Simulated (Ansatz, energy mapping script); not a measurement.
# TiI2 in the CdI2 structure: exchange against U, a fit and a prediction

How does exchange in TiI2 in the CdI2 structure follow U? One row of the series is withheld as a test of the fit.

Main program and level: Ansatz 0.2.0; PBEsol+U; plane waves, U on orthogonalised atomic orbitals unless named otherwise, collinear spin, no spin–orbit coupling.

### 1. The structure

It takes space group P-3m1 (No. 164, trigonal). The conventional cell has a = 4.119 Å, b = 4.119 Å, c = 6.425 Å, α = 90.00°, β = 90.00°, γ = 120.00°. Nearest to Ti lie 6 I at 2.89 Å. Nearest to I lie 3 Ti at 2.89 Å. CdI2 prototype, lattice guessed from radii. Farther neighbours and most contacts between anions are not listed.

This cell was built for the study (CdI2 prototype, lattice guessed from radii), not taken from an experiment; the compound need not form in this structure.

The cell was relaxed beforehand in Ansatz under PBEsol with U = 3 eV on Ti d, ortho-atomic projectors, D3(BJ) dispersion, from parallel moments.

### 2. One run of the series

Contents of input.yaml:

```yaml
crystal:
  lattice:
    - [-4.118727608, 0.0, 0.0]
    - [0.0, 7.13384548, 0.0]
    - [2.059363804, -3.56692274, -6.425441248]
  atoms:
    - { symbol: Ti, position: [0.0, 0.0, 0.0], spin: 1.0 }
    - { symbol: Ti, position: [0.5, 0.5, 0.0], spin: -1.0 }
    - { symbol: I, position: [0.872254444, 0.205587777, 0.744508887] }
    - { symbol: I, position: [0.372254444, 0.705587777, 0.744508887] }
    - { symbol: I, position: [0.127745556, 0.794412223, 0.255491113] }
    - { symbol: I, position: [0.627745556, 0.294412223, 0.255491113] }
magnetization:
  spin_polarized: true
kpoints:
  mp_grid: { grid: [7, 5, 7] }
hamiltonian:
  xc: pbesol
  hubbard:
    sites:
      - { species: Ti, l: d, u_eff: 1.2 }
      - { site: 0, l: d, u_eff: 1.2, starting_ns: [{ spin: up, occupation_matrix: ti1_major }, { spin: down, occupation_matrix: ti1_minor }] }
      - { site: 1, l: d, u_eff: 1.2, starting_ns: [{ spin: up, occupation_matrix: ti1_minor }, { spin: down, occupation_matrix: ti1_major }] }
    projectors: ortho-atomic
    occupation_matrices:
      ti1_major:
        matrix:
          - [0.109, 0.0, 0.0, 0.0, 0.0]
          - [0.0, 0.537, 0.0, 0.0, -0.371]
          - [0.0, 0.0, 0.537, -0.371, 0.0]
          - [0.0, 0.0, -0.371, 0.616, 0.0]
          - [0.0, -0.371, 0.0, 0.0, 0.616]
      ti1_minor:
        matrix:
          - [0.044, 0.0, 0.0, 0.0, 0.0]
          - [0.0, 0.115, 0.0, 0.0, 0.056]
          - [0.0, 0.0, 0.115, 0.056, 0.0]
          - [0.0, 0.0, 0.056, 0.078, 0.0]
          - [0.0, 0.056, 0.0, 0.0, 0.078]
scf:
  occupations: { method: fermi_dirac, width: 0.05 }
output:
  eigenvalues: true
```

The run is started by

```console
> ansatz run input.yaml --threads 4 --pin off --max-ram 8192MiB --backend cpu --events-out ev --progress --plain --runs-dir out
```

Numbers of over 12 decimals in the logs are rounded to 6 here.

Log:

```text
Engine: ansatz 0.2.0, aarch64-unknown-linux-gnu
Pseudopotentials: kind: paw
Pseudopotential: Ti, paw, valence charge 12, recommended cutoff 420 eV (normal), Ti.paw.azcp
Pseudopotential: I, paw, valence charge 17, recommended cutoff 420 eV (normal), I.paw.azcp
Functional definition: PBEsol
  exchange = pbesol_x
  correlation = pbesol_c
Crystal: 6 atoms, lattice volume = 188.795 Å³
Basis set: ecut = 420 eV, 3641 PW (Γ)
[...]
k-point 0 ↑: bands = [... 42 lower, 6.7912, 7.1149, 7.9912, 8.3016, 9.4049, 10.0624, 10.4292, 10.6801, ... 7 higher]
  k-point 1 ↑: bands = [... 42 lower, 6.7485, 6.7857, 7.9932, 8.3032, 9.4142, 10.0539, 10.4733, 10.6913, ... 7 higher]
  k-point 2 ↑: bands = [... 42 lower, 6.6389, 6.6546, 7.9966, 8.3062, 9.4162, 10.0335, 10.5738, 10.6899, ... 7 higher]
  k-point 71 ↓: bands = [... 42 lower, 5.8362, 6.0469, 8.1424, 8.3796, 9.6005, 10.4257, 10.6362, 10.7398, ... 7 higher]
Occupation matrices written to <dir>
[key lines of the parts left out:]
SCF converged after 16 iterations
Magnetization: 0.0000 μB (46.0000 up, 46.0000 down)
Free energy (F): -34679.416790 eV
Fermi energy:    9.006273 eV
```

It took 22 s on 4 threads of Arm Neoverse V2, shared host; peak memory 1.4 GiB.

At each step 4 orders with opposed moments are measured from the parallel order and fitted to E = −Σ J e·e over ordered pairs of unit vectors. The series follows the Ti–Ti pairs, 4.12 Å apart in the run shown.

### 3. The series

| U (eV) | J (meV) | largest moment (μB) |
| --- | --- | --- |
| 1.2 | -2.24 | 1.64 |
| 1.8 | -1.88 | 1.66 |
| 2.7 | ? | ? |
| 3.6 | -1.03 | 1.69 |
| 4.8 | -0.701 | 1.70 |

Wanted: J at U = 2.7.

### 4. The fit

The simplest form of superexchange, t²/(U + Δ), with Δ an offset, makes 1/|J| a straight line in U. Fitted as straight lines, ln|J| holds these rows better than 1/|J|, so take it as an empirical form: ln|J| = a + b U.

| x | y | x − x̄ | y − ȳ | fit |
| --- | --- | --- | --- | --- |
| 1.2 | 0.8065 | -1.65 | 0.528 | 0.8147 |
| 1.8 | 0.6313 | -1.05 | 0.353 | 0.6196 |
| 3.6 | 0.02956 | 0.750 | -0.248 | 0.03405 |
| 4.8 | -0.3552 | 1.95 | -0.633 | -0.3563 |

With x̄ = 2.850 and ȳ = 0.2780, least squares gives b = Σ(x − x̄)(y − ȳ)/Σ(x − x̄)² = -0.3253 and a = ȳ − b x̄ = 1.205. At x = 2.7 the line gives y = 0.3268, so J = -1.39 meV.

### 5. Summary of results

```yaml
j_predicted_by_the_fit: -1.39 meV
j_of_the_withheld_step: -1.39 meV
```

**Reading.** The fit predicts -1.39 meV and the withheld step gave -1.39 meV, a miss of 0.00 meV. The line holds the rows used within 1 % of the largest J. J shrinks by a factor of 1.38 for each eV of U on average over this range. The orders cannot split some shells, so J is a sum: the value at 4.12 Å holds J(4.12) + J(8.24) and the value at 7.13 Å holds J(7.13) − J(8.24). The series was picked because its coupling changes steadily; 1 further step is left out of the fit, since the number of shells taken differs there or no usable fit came out; their first fits give -2.32 meV for this pair, which the law need not meet. The cell was built from a prototype and relaxed; a distortion that needs a larger cell, or another structure that the compound may prefer, is not captured.

[Logs and program files are shortened in this print: banners, set-up blocks, solver, clock and traceback lines can be left out without a mark of their own.]

[Logs are printed without paths, hosts, clocks, repeated set-up lines and the standing remarks that a program may print on its own settings, such as how far it seeks lower states.]

[Hosts, paths, dates, database ids (printed as entryN), source tags and the programs' standing remarks are cut or masked in the printed files.]

[Where a cell is said to come from a database of computed structures, the database is the Materials Project.]
